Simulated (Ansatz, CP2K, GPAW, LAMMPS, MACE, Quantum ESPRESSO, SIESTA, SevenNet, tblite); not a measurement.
## Atom list for Amorphous 29Ga2O3-71GeO2 (mol %) (86 atoms)

Geometry: the geometry as built. Computed with MACE MP-0b2 small: machine-learned interatomic potential MACE MP-0b2 small, trained on PBE(+U) plane-wave data; published weights, no electronic structure; density 3.92 g/cm³.

Cell vectors (Å):

```
10.944 0.000 0.000
0.000 10.944 0.000
0.000 0.000 10.944
```

Positions (Å):

```
1 Ga 9.223 5.884 7.490
2 Ga 0.419 10.528 5.546
3 Ga 10.883 6.227 0.433
4 Ga 4.352 7.411 10.070
5 Ga 6.214 6.941 1.160
6 Ga 8.750 5.935 2.359
7 Ga 10.066 8.764 3.271
8 Ga 6.784 8.053 7.733
9 Ga 3.036 7.879 2.047
10 Ga 2.893 5.202 0.565
11 Ga 1.060 8.861 10.856
12 Ga 7.212 8.512 4.212
13 Ga 8.963 8.750 10.883
14 Ga 0.529 7.586 6.436
15 Ge 10.928 0.962 10.049
16 Ge 5.731 4.413 9.925
17 Ge 1.652 5.203 8.742
18 Ge 8.972 3.827 10.387
19 Ge 3.209 6.862 5.291
20 Ge 3.337 8.888 7.876
21 Ge 2.037 2.035 7.498
22 Ge 1.524 0.172 2.130
23 Ge 9.474 3.488 4.782
24 Ge 6.189 9.855 1.279
25 Ge 0.990 5.178 3.476
26 Ge 6.537 4.145 3.503
27 Ge 4.500 1.415 2.890
28 Ge 5.859 5.124 6.700
29 Ge 4.746 0.651 6.237
30 Ge 8.156 0.352 5.620
31 Ge 9.729 9.336 8.052
32 O 3.724 1.836 7.033
33 O 6.603 8.611 5.929
34 O 4.190 6.706 1.081
35 O 6.254 8.610 2.551
36 O 3.076 6.081 9.303
37 O 5.385 0.261 1.929
38 O 8.381 10.150 4.292
39 O 0.502 9.412 7.345
40 O 3.511 7.663 3.828
41 O 9.562 7.755 7.091
42 O 9.835 2.307 10.211
43 O 4.886 8.116 8.327
44 O 2.227 4.920 2.334
45 O 6.307 4.332 5.220
46 O 7.227 3.707 10.459
47 O 9.191 10.540 6.806
48 O 1.881 3.730 7.876
49 O 2.596 8.880 9.462
50 O 2.837 1.276 2.407
51 O 10.799 6.198 2.603
52 O 3.946 10.242 7.012
53 O 6.574 5.564 2.503
54 O 1.265 1.336 8.930
55 O 4.464 0.793 4.530
56 O 2.638 7.896 6.590
57 O 9.469 4.814 0.798
58 O 5.482 2.875 3.007
59 O 5.580 4.296 8.193
60 O 1.109 4.920 10.388
61 O 6.523 0.636 6.194
62 O 8.635 7.415 3.660
63 O 10.244 10.336 9.548
64 O 5.349 8.819 0.165
65 O 9.408 4.663 6.029
66 O 8.160 8.822 8.893
67 O 9.270 4.875 9.061
68 O 0.665 6.153 7.710
69 O 0.046 3.849 4.017
70 O 1.714 6.028 4.842
71 O 7.780 10.022 0.734
72 O 0.212 8.602 4.825
73 O 4.315 4.076 10.834
74 O 0.542 10.842 3.529
75 O 10.441 8.891 1.424
76 O 5.958 6.143 10.227
77 O 8.172 7.202 0.887
78 O 10.528 7.685 10.085
79 O 7.141 6.187 7.255
80 O 1.702 7.175 0.749
81 O 8.916 1.885 5.197
82 O 1.167 1.182 6.251
83 O 0.722 0.486 0.610
84 O 4.475 5.986 6.044
85 O 8.318 4.039 3.524
86 O 2.294 9.589 1.679
```

**Question.** What force acts on each atom?

Columns: atom, fx, fy, fz (forces in eV/Å).

```
1 -0.262 -1.117 -0.149
2 0.567 -0.164 0.409
3 0.680 -0.079 -0.064
4 0.169 -0.097 -0.231
5 0.485 0.434 -0.259
6 -0.186 0.659 -0.180
7 -0.022 -0.307 -0.292
8 -0.071 -0.019 -1.402
9 -0.712 -0.070 0.417
10 -0.021 0.023 -0.338
11 0.054 -1.521 0.911
12 0.241 0.720 0.404
13 -0.542 -0.571 1.316
14 -0.475 0.808 0.776
15 0.311 1.027 -0.847
16 0.007 0.974 0.002
17 0.865 0.291 -0.124
18 -0.382 0.286 -1.259
19 0.712 -0.821 -0.960
20 0.278 0.666 0.240
21 -0.560 -0.611 0.229
22 0.653 -0.348 0.866
23 -0.491 0.533 1.290
24 0.192 -0.382 0.258
25 -0.030 0.228 -0.656
26 -0.577 -0.133 0.820
27 0.489 -0.821 0.967
28 -0.287 0.362 -0.429
29 -0.057 -0.139 -0.716
30 -0.849 -0.307 -0.219
31 0.005 0.145 -0.810
32 0.781 1.254 0.593
33 -0.275 -0.151 0.343
34 -0.113 0.344 -0.224
35 -0.217 -1.559 1.428
36 1.145 0.378 0.280
37 -0.168 1.076 -0.293
38 -0.137 -0.775 -1.156
39 0.650 -0.154 -0.880
40 0.610 1.067 -1.505
41 0.383 -1.991 -0.556
42 -0.408 -0.344 0.263
43 1.299 -0.667 0.659
44 1.454 -0.736 -1.147
45 -0.001 -0.754 0.595
46 -0.151 -1.479 0.724
47 0.871 0.612 0.219
48 0.327 -0.165 -0.752
49 -0.033 0.125 0.688
50 -0.129 1.478 -0.377
51 -1.874 0.634 -1.229
52 0.002 -0.066 -0.280
53 0.620 0.857 -0.725
54 0.384 -0.364 0.688
55 -0.508 -0.392 -0.083
56 -1.599 0.002 -0.193
57 0.998 0.888 1.414
58 -0.280 0.030 -0.730
59 -0.631 -1.319 -0.929
60 -0.608 -0.448 1.837
61 -0.162 0.484 0.929
62 0.588 0.288 -0.063
63 -0.492 -0.540 0.727
64 -0.798 -1.386 -1.052
65 -0.143 1.019 1.384
66 -0.646 -0.056 0.319
67 0.556 0.960 -1.564
68 -1.358 0.883 -1.335
69 0.628 -1.697 -0.106
70 -0.766 -0.127 1.675
71 1.896 0.794 -0.997
72 0.228 0.840 0.171
73 -1.400 -0.808 1.001
74 -1.023 -0.093 1.298
75 -0.377 0.361 0.104
76 -0.172 2.181 0.613
77 -0.792 -0.646 0.371
78 0.030 0.599 0.937
79 1.366 1.393 0.591
80 0.189 0.376 0.252
81 0.337 -0.027 -0.087
82 -0.888 -0.742 -1.393
83 -0.164 0.104 -0.111
84 -0.175 -0.161 0.335
85 0.472 0.294 -1.490
86 0.490 -1.324 -1.151
```

The quench rate of 100 K/ps is many orders above laboratory rates, so the cell is likely richer in defects and strain than a real sample. The network of bonds at the start is that of the classical potential that made the cell, and needn't be the one that DFT or experiment would give.

The r.m.s. force component is 0.763 eV/Å; the longest force, 2.33 eV/Å, acts on O51.

[Logs are printed without paths, hosts, clocks, repeated set-up lines and the standing remarks that a program may print on its own settings, such as how far it seeks lower states.]

[Hosts, paths, dates, database ids (printed as entryN), source tags and the programs' standing remarks are cut or masked in the printed files.]
